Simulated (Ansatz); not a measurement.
# SrPbSe3 (model cell, started as cubic perovskite with Pb in the octahedra): a soft mode frozen in, part 2 of 3

Wanted: the energy along a soft mode of SrPbSe3 (model cell, started as cubic perovskite with Pb in the octahedra) and the structure at the end.

Ansatz 0.2.0; DFT PBE, scalar-relativistic, plane waves, PAW; PAW set soft_1.

So far, highest frequency on the path or at a solved wavevector (cm⁻¹): step 2 (response at finite wavevector) 198. Also lowest frequency on the path (cm⁻¹): step 2 -90.1.

The structure was built from a prototype and need not be the compound's stable phase.

**5. Energy along the mode, all amplitudes (two of the runs are shown above)**

An imaginary frequency means negative curvature, so the energy should fall and then rise again as anharmonic terms take over.

This step gave:

| Item | Value |
| --- | --- |
| depth at the lowest point sampled | 63.28 meV/atom |
| largest atomic shift at that point | 0.6 Å |

The energy from the parent by largest atomic shift:

```tsv
largest atomic shift (Å)	energy from the parent (meV/atom)
0.000	0
0.040	-0.438
0.080	-1.72
0.140	-5.05
0.220	-12.0
0.320	-24.2
0.450	-43.7
0.600	-63.3
```

Displacement at unit largest shift by atom:

```tsv
atom	x (Å)	y (Å)	z (Å)	size
Sr1	0.00	0.00	-0.52	0.52
Sr2	0.00	0.00	0.52	0.52
Pb3	0.00	-0.08	0.00	0.08
Pb4	0.00	0.08	0.00	0.08
Se5	0.00	0.00	0.00	0.00
Se6	0.00	0.00	0.00	0.00
Se7	0.00	0.00	0.00	0.00
Se8	0.00	0.00	0.00	0.00
Se9	0.00	1.00	0.00	1.00
Se10	0.00	-1.00	0.00	1.00
```

The lowest of the steps tried is the last one, at 0.6 Å, 63.3 meV/atom below the parent; the bottom of the well need not coincide with a step.

**6. Relaxing from the distorted cell**

Starting from the lowest point found, all atoms and the cell are let go, so that strain and other modes of the same symmetry can join in.

Contents of input.yaml:

```yaml
crystal:
  lattice:
    - [-5.4577123742, 0.0, 0.0]
    - [0.0, -5.4577123742, -5.4577123742]
    - [0.0, -5.4577123742, 5.4577123742]
  atoms:
    - { symbol: Sr, position: [0.0, 0.5287206411, 0.4712793589] }
    - { symbol: Sr, position: [0.0, 0.9712793589, 1.0287206411] }
    - { symbol: Pb, position: [0.5, 0.0046400421, 0.5046400421] }
    - { symbol: Pb, position: [0.5, 0.4953599579, -0.0046400421] }
    - { symbol: Se, position: [0.5, 0.25, 0.25] }
    - { symbol: Se, position: [0.5, 0.75, 0.75] }
    - { symbol: Se, position: [0.5, 0.25, 0.75] }
    - { symbol: Se, position: [0.5, 0.75, 0.25] }
    - { symbol: Se, position: [1.0, -0.0549680854, 0.4450319146] }
    - { symbol: Se, position: [1.0, 0.5549680854, 0.0549680854] }
kpoints:
  mp_grid: { grid: [8, 6, 6] }
hamiltonian:
  xc: pbe
  pseudopotentials: { kind: paw, azcp: { folder: soft_1 } }
scf:
  occupations: { method: methfessel_paxton, width: 0.2 }
output:
  forces: true
  stress: true
  eigenvalues: true
relax:
  adjacent_minimum: "off"
  f_tol: 0.002
  max_steps: 120
  cell: { stress_tol: 0.03 }
```

Run with:

```sh
> ansatz run input.yaml --threads 4 --pin off --max-ram 16384MiB --backend cpu --events-out ev --progress --plain --runs-dir out
```

Numbers of over 12 decimals in the logs are rounded to 6 here.

What it wrote:

```text
[...]
Crystal: 10 atoms, lattice volume = 325.134 Å³
Basis set: ecut = 420 eV, 6359 PW (Γ), exchange–correlation on 80×108×108 points (8 copies of the dense FFT grid, shifted against one another)
Bands: 87, of which v1, the nominal top of the filled ones, is band 72 counted from 1 (71 counted from 0)
Symmetry: 8 space group operations
[...]
k-points: 65 of 288
[...]
SCF iter   1: F=—  HF=-63729.905463 eV  |F-HF|=—  |Δ(HF+E_count)|=         —  Δρ=3.27e-2  dr2=9.60e0  ethr=3.10e-3  ⟨swp⟩=8.3  Hψ=27067  notcnv=0
[...]
SCF iter  10: F=-63726.553696 eV  HF=-63726.553696 eV  |F-HF|=3.95e-8  |Δ(HF+E_count)|=   1.28e-8  S|Δr|=    0.00e0  Δρ=2.18e-6  dr2=4.88e-8  ethr=6.94e-11  ⟨swp⟩=15.0  Hψ=33982  notcnv=0
SCF 1 converged in 10 iterations: F = -63726.553696 eV  dr2 = 4.88e-8
[...]
relax step   1: F+E_penalty+E_count = -63726.55369578 eV  Δ(F+E_penalty+E_count) = +0.000e0 eV  max|allowed force component| = 3.622e-1 eV/Å  Δτ_max = 0.0000 Å  P = +0.647 GPa  Ω = 325.134 Å³  (10 SCF iters, dr2 threshold 1.00e-7 eV, accepted)
Crystal: 10 atoms, lattice volume = 334.060 Å³
Basis set: ecut = 420 eV, 6505 PW (Γ), exchange–correlation on 80×108×108 points (8 copies of the dense FFT grid, shifted against one another)
[...]
SCF iter   8: F=-63726.866170 eV  HF=-63726.866170 eV  |F-HF|=1.63e-7  |Δ(HF+E_count)|=   2.88e-7  S|Δr|=    0.00e0  Δρ=4.72e-6  dr2=1.46e-7  ethr=6.94e-10  ⟨swp⟩=9.0  Hψ=30606  notcnv=0
SCF 2 converged in 8 iterations: F = -63726.866170 eV  dr2 = 1.46e-7
relax step   2: F+E_penalty+E_count = -63726.86616965 eV  Δ(F+E_penalty+E_count) = -3.125e-1 eV  max|allowed force component| = 4.329e-1 eV/Å  Δτ_max = 0.1948 Å  P = -0.303 GPa  Ω = 334.060 Å³  energy of the carried Pulay correction = -5.562e-4 eV  (8 SCF iters, dr2 threshold 1.00e-6 eV, accepted)
Crystal: 10 atoms, lattice volume = 331.343 Å³
Basis set: ecut = 420 eV, 6449 PW (Γ), exchange–correlation on 80×108×108 points (8 copies of the dense FFT grid, shifted against one another)
[...]
SCF iter   8: F=-63727.140747 eV  HF=-63727.140747 eV  |F-HF|=4.85e-7  |Δ(HF+E_count)|=   2.02e-6  S|Δr|=    0.00e0  Δρ=7.51e-6  dr2=3.04e-7  ethr=6.94e-10  ⟨swp⟩=13.1  Hψ=39718  notcnv=0
SCF 3 converged in 8 iterations: F = -63727.140747 eV  dr2 = 3.04e-7
relax step   3: F+E_penalty+E_count = -63727.14074685 eV  Δ(F+E_penalty+E_count) = -2.746e-1 eV  max|allowed force component| = 3.282e-1 eV/Å  Δτ_max = 0.1956 Å  P = -0.273 GPa  Ω = 331.343 Å³  energy of the carried Pulay correction = -3.885e-4 eV  (8 SCF iters, dr2 threshold 1.00e-6 eV, accepted)
[... from here on, the SCF cycles and remarks between the steps are left out ...]
relax step   4: F+E_penalty+E_count = -63727.50645379 eV  Δ(F+E_penalty+E_count) = -3.657e-1 eV  max|allowed force component| = 3.525e-1 eV/Å  Δτ_max = 0.1970 Å  P = -0.070 GPa  Ω = 325.451 Å³  energy of the carried Pulay correction = -2.002e-5 eV  (7 SCF iters, dr2 threshold 1.00e-6 eV, accepted)
relax step   5: F+E_penalty+E_count = -63727.71329406 eV  Δ(F+E_penalty+E_count) = -2.068e-1 eV  max|allowed force component| = 3.335e-1 eV/Å  Δτ_max = 0.1377 Å  P = +0.289 GPa  Ω = 316.837 Å³  energy of the carried Pulay correction = +5.308e-4 eV  (8 SCF iters, dr2 threshold 1.00e-6 eV, accepted)
relax step   6: F+E_penalty+E_count = -63727.73591152 eV  Δ(F+E_penalty+E_count) = -2.262e-2 eV  max|allowed force component| = 2.994e-1 eV/Å  Δτ_max = 0.0680 Å  P = +0.122 GPa  Ω = 316.085 Å³  energy of the carried Pulay correction = +5.796e-4 eV  (7 SCF iters, dr2 threshold 1.00e-6 eV, accepted)
relax step   7: F+E_penalty+E_count = -63727.75205631 eV  Δ(F+E_penalty+E_count) = -1.614e-2 eV  max|allowed force component| = 2.198e-1 eV/Å  Δτ_max = 0.0777 Å  P = +0.023 GPa  Ω = 318.124 Å³  energy of the carried Pulay correction = +4.476e-4 eV  (7 SCF iters, dr2 threshold 1.00e-6 eV, accepted)
relax step   8: F+E_penalty+E_count = -63727.76382011 eV  Δ(F+E_penalty+E_count) = -1.176e-2 eV  max|allowed force component| = 1.717e-2 eV/Å  Δτ_max = 0.0311 Å  P = +0.034 GPa  Ω = 317.379 Å³  energy of the carried Pulay correction = +4.957e-4 eV  (5 SCF iters, dr2 threshold 1.00e-6 eV, accepted)
relax step   9: F+E_penalty+E_count = -63727.76422283 eV  Δ(F+E_penalty+E_count) = -4.027e-4 eV  max|allowed force component| = 1.114e-2 eV/Å  Δτ_max = 0.0089 Å  P = -0.072 GPa  Ω = 318.229 Å³  energy of the carried Pulay correction = +4.408e-4 eV  (7 SCF iters, dr2 threshold 3.19e-8 eV, accepted)
relax step  10: F+E_penalty+E_count = -63727.76445031 eV  Δ(F+E_penalty+E_count) = -2.275e-4 eV  max|allowed force component| = 2.751e-3 eV/Å  Δτ_max = 0.0018 Å  P = -0.001 GPa  Ω = 317.656 Å³  energy of the carried Pulay correction = +4.778e-4 eV  (6 SCF iters, dr2 threshold 2.86e-8 eV, accepted)
relax step  11: F+E_penalty+E_count = -63727.76445443 eV  Δ(F+E_penalty+E_count) = -4.120e-6 eV  max|allowed force component| = 8.141e-4 eV/Å  Δτ_max = 0.0005 Å  P = -0.000 GPa  Ω = 317.646 Å³  energy of the carried Pulay correction = +4.785e-4 eV  (7 SCF iters, dr2 threshold 4.73e-10 eV, accepted)
relax step  12: F+E_penalty+E_count = -63727.76665961 eV  Δ(F+E_penalty+E_count) = -2.205e-3 eV  max|allowed force component| = 6.866e-4 eV/Å  Δτ_max = 0.0000 Å  P = +0.013 GPa  Ω = 317.646 Å³  stress off target by 4.22e-2 GPa  SCF on the basis re-selected at this cell (its energy is not comparable with the rows above)  (10 SCF iters)
relax step  13: F+E_penalty+E_count = -63727.76673542 eV  Δ(F+E_penalty+E_count) = -7.582e-5 eV  max|allowed force component| = 1.061e-3 eV/Å  Δτ_max = 0.0019 Å  P = +0.007 GPa  Ω = 317.685 Å³  energy of the carried Pulay correction = -2.111e-6 eV  (7 SCF iters, dr2 threshold 4.45e-9 eV, accepted)
[...]
SCF iter   6: F=-63727.766738 eV  HF=-63727.766738 eV  |F-HF|=7.28e-12  |Δ(HF+E_count)|=  1.53e-10  S|Δr|=    0.00e0  Δρ=5.86e-8  dr2=3.30e-11  ethr=1.00e-12  ⟨swp⟩=7.3  Hψ=24875  notcnv=0
SCF 14 converged in 6 iterations: F = -63727.766738 eV  dr2 = 3.30e-11
relax step  14: F+E_penalty+E_count = -63727.76673769 eV  Δ(F+E_penalty+E_count) = -2.266e-6 eV  max|allowed force component| = 1.067e-3 eV/Å  Δτ_max = 0.0000 Å  P = +0.007 GPa  Ω = 317.685 Å³  stress off target by 1.84e-2 GPa  SCF on the basis re-selected at this cell (its energy is not comparable with the rows above)  (6 SCF iters)
[...]
SCF converged after 6 iterations
[...]
Free energy (F): -63727.766738 eV
[...]
Internal energy: -63727.757832 eV  (E = F + TS)
E sigma→0 (E₀):  -63727.764511 eV
Entropy (-TS):   -0.008905 eV (-0.891 meV/atom)
Fermi energy:    7.079853 eV
[...]
--- Forces (eV/Å), atoms counted from 1 ---
  atom   1  Sr     0.00000000     0.00000000     0.00106669
  atom   2  Sr     0.00000000     0.00000000    -0.00106669
  atom   3  Pb     0.00000000     0.00097702     0.00000000
  atom   4  Pb     0.00000000    -0.00097702     0.00000000
  atom   5  Se    -0.00000000    -0.00000000     0.00000000
  atom   6  Se     0.00000000    -0.00000000    -0.00000000
  atom   7  Se     0.00000000     0.00000000     0.00000000
  atom   8  Se     0.00000000     0.00000000     0.00000000
  atom   9  Se     0.00000000    -0.00070329     0.00000000
  atom  10  Se     0.00000000     0.00070329     0.00000000
  max |Σ_I F_I| component: 7.89e-31 eV/Å
--- Stress (GPa, compression-positive) ---
       -0.001095       0.000000       0.000000
        0.000000       0.018407       0.000000
        0.000000       0.000000       0.003468
  P = ⅓ Tr σ = 0.0069 GPa (0.069 kbar)
--- Band table (eV; the first three rows and the last of 65) ---
  k-point 0: bands = [... 68 lower, 6.0803, 6.1647, 6.1926, 6.8386, 7.6243, 8.0237, 8.5930, 8.6165, ... 11 higher]
  k-point 1: bands = [... 68 lower, 6.0483, 6.1786, 6.1912, 6.6554, 7.5323, 7.9388, 8.3310, 8.9097, ... 11 higher]
  k-point 2: bands = [... 68 lower, 5.9814, 6.1749, 6.2738, 6.4640, 7.3467, 7.3638, 8.7915, 9.3096, ... 11 higher]
  k-point 64: bands = [... 68 lower, 5.8847, 5.9238, 6.1424, 7.2433, 7.3922, 9.0933, 9.6511, 9.6527, ... 11 higher]
--- Relaxed structure (12 steps of the walk, 12 accepted, 2 SCFs on fresh bases) ---
  F+E_penalty+E_count = -63727.76673769 eV   max|allowed force component| = 1.067e-3 eV/Å   (the final SCF, on the basis selected at the relaxed cell)
  cell:  # Å, volume = 317.6845 Å³
    - [-4.589076, 0.0, 0.0]
    - [0.0, -6.145641, -5.632142]
    - [0.0, -6.145641, 5.632142]
  atoms:
    - { symbol: Sr, position: [0, 0.506255, 0.493745] }
    - { symbol: Sr, position: [0, 0.993745, 1.006255] }
    - { symbol: Pb, position: [0.5, 0.021655, 0.521655] }
    - { symbol: Pb, position: [0.5, 0.478345, -0.021655] }
    - { symbol: Se, position: [0.5, 0.250000, 0.250000] }
    - { symbol: Se, position: [0.5, 0.75, 0.75] }
    - { symbol: Se, position: [0.5, 0.250000, 0.750000] }
    - { symbol: Se, position: [0.5, 0.750000, 0.250000] }
    - { symbol: Se, position: [1.0, -0.119401, 0.380599] }
    - { symbol: Se, position: [1.0, 0.619401, 0.119401] }
```

Elapsed: 9.4 min, on 4 threads of Arm Neoverse V1, shared host; peak memory 1.7 GiB; 37 min of CPU time.

Step by step:

```tsv
step	energy less that of the first step (eV)	largest force component (eV/Å)	pressure (GPa)	volume (Å³)
1	0.0000	0.3622	0.65	325.13
2	-0.3125	0.4329	-0.30	334.06
3	-0.5871	0.3282	-0.27	331.34
4	-0.9528	0.3525	-0.07	325.45
5	-1.1596	0.3335	0.29	316.84
6	-1.1822	0.2994	0.12	316.08
7	-1.1984	0.2198	0.02	318.12
8	-1.2101	0.0172	0.03	317.38
9	-1.2105	0.0111	-0.07	318.23
10	-1.2108	0.0028	0.00	317.66
11	-1.2108	0.0008	0.00	317.65
12*	-1.2130	0.0007	0.01	317.65
13	-1.2130	0.0011	0.01	317.68
14*	-1.2130	0.0011	0.01	317.68
```

Relaxation steps marked * repeat the geometry before them on a plane-wave basis chosen anew for their cell, so energy and pressure can jump there.

The run keeps the 8 symmetry operations that it works with, so distortions that break them were not tested.

```tsv
cell as run	before	after	change
a (Å)	5.458	4.589	-15.9 %
b (Å)	7.718	8.336	+8.0 %
c (Å)	7.718	8.336	+8.0 %
α (°)	90.00	85.01	-5.5 %
volume (Å³/atom)	32.51	31.77	-2.3 %
```

The atoms that moved most (Å, as changes of fractional coordinates times the final cell):

```tsv
atom	dx	dy	dz	length
Se9	0.000	0.792	0.000	0.792
Se10	0.000	-0.792	0.000	0.792
Sr1	0.000	0.000	0.253	0.253
Sr2	0.000	0.000	-0.253	0.253
Pb4	0.000	0.209	0.000	0.209
Pb3	0.000	-0.209	0.000	0.209
```

Numbers from this step:

| Item | Value |
| --- | --- |
| pressure | 0.006926 GPa |
| volume per atom | 31.77 Å³ |

The distorted start has space group Cmmm; the relaxation ends in Cmmm.

**7. The new phase in its own primitive cell**

The relaxed structure is symmetrised, reduced to its primitive cell and relaxed tightly, as its phonons need.

Contents of input.yaml:

```yaml
crystal:
  lattice:
    - [5.6321424375, -6.1456408915, 0.0]
    - [5.6321424375, 6.1456408915, 0.0]
    - [0.0, 0.0, 4.589075925]
  atoms:
    - { symbol: Sr, position: [0.7437452925, 0.7437452925, 0.0] }
    - { symbol: Sr, position: [0.2562547075, 0.2562547075, 0.0] }
    - { symbol: Pb, position: [0.7716552766, 0.2283447234, 0.5] }
    - { symbol: Pb, position: [0.2283447234, 0.7716552766, 0.5] }
    - { symbol: Se, position: [0.5, 0.0, 0.5] }
    - { symbol: Se, position: [0.0, 0.5, 0.5] }
    - { symbol: Se, position: [0.0, 0.0, 0.5] }
    - { symbol: Se, position: [0.5, 0.5, 0.5] }
    - { symbol: Se, position: [0.630599215, 0.369400785, 0.0] }
    - { symbol: Se, position: [0.369400785, 0.630599215, 0.0] }
kpoints:
  mp_grid: { grid: [4, 4, 8] }
hamiltonian:
  xc: pbe
  pseudopotentials: { kind: paw, azcp: { folder: soft_1 } }
scf:
  occupations: { method: methfessel_paxton, width: 0.2 }
output:
  forces: true
  stress: true
  eigenvalues: true
relax:
  adjacent_minimum: "off"
  f_tol: 0.001
  max_steps: 60
  cell: { stress_tol: 0.01 }
```

What it wrote:

```text
[...]
Crystal: 10 atoms, lattice volume = 317.685 Å³
Basis set: ecut = 420 eV, 6209 PW (Γ), exchange–correlation on 120×120×64 points (8 copies of the dense FFT grid, shifted against one another)
Bands: 87, of which v1, the nominal top of the filled ones, is band 72 counted from 1 (71 counted from 0)
Symmetry: 8 space group operations
[...]
k-points: 35 of 128
[...]
- { symbol: Sr, position: [0.255433, 0.255433, 0.0] }
    - { symbol: Pb, position: [0.772728, 0.227272, 0.5] }
    - { symbol: Pb, position: [0.227272, 0.772728, 0.5] }
    - { symbol: Se, position: [0.5, 0.0, 0.5] }
    - { symbol: Se, position: [0.0, 0.5, 0.5] }
    - { symbol: Se, position: [0, 0, 0.5] }
    - { symbol: Se, position: [0.5, 0.5, 0.5] }
    - { symbol: Se, position: [0.629157, 0.370843, 0.0] }
    - { symbol: Se, position: [0.370843, 0.629157, 0.0] }
[key lines of the parts left out:]
SCF converged after 8 iterations
Free energy (F): -63727.779056 eV
Fermi energy:    7.098336 eV
P = ⅓ Tr σ = -0.0000 GPa (-0.000 kbar)
```

Elapsed: 2.5 min, on 4 threads; peak memory 1.3 GiB; 10 min of CPU time.

The steps of the relaxation:

```tsv
step	energy less that of the first step (eV)	largest force component (eV/Å)	pressure (GPa)	volume (Å³)
1	0.0000	0.0410	0.02	317.68
2	-0.0015	0.0076	-0.02	318.11
3	-0.0025	0.0142	-0.01	317.89
4	-0.0026	0.0055	-0.01	317.80
5	-0.0026	0.0087	0.01	317.77
6	-0.0026	0.0003	0.00	317.78
7*	-0.0026	0.0003	0.00	317.78
```

Relaxation steps marked * repeat the geometry before them on a plane-wave basis chosen anew for their cell, so energy and pressure can jump there. Relaxation step 5 was tried and not accepted.

The run keeps the 8 symmetry operations that it works with, so distortions that break them were not tested.

```tsv
conventional cell, symmetrised	before	after	change
a (Å)	11.264	11.236	-0.2 %
b (Å)	12.291	12.398	+0.9 %
c (Å)	4.589	4.562	-0.6 %
volume (Å³/atom)	31.77	31.78	+0.0 %
```

The atoms that moved most (Å, as changes of fractional coordinates times the final cell):

```tsv
atom	dx	dy	dz	length
Se10	0.000	-0.018	0.000	0.018
Se9	0.000	0.018	0.000	0.018
Pb3	0.000	-0.013	0.000	0.013
Pb4	0.000	0.013	0.000	0.013
Sr2	-0.009	0.000	0.000	0.009
Sr1	0.009	0.000	0.000	0.009
```

This step gave:

* pressure: -4.81e-5 GPa
* volume per atom: 31.78 Å³

The largest force component left is 0.30 meV/Å and the pressure is 0.000 GPa, within the tolerances set. The cell now holds 31.78 Å³/atom.

(Continued in part 3 of 3.)

[Logs are printed without paths, hosts, clocks, repeated set-up lines and the standing remarks that a program may print on its own settings, such as how far it seeks lower states.]

[Hosts, paths, dates, database ids (printed as entryN), source tags and the programs' standing remarks are cut or masked in the printed files.]
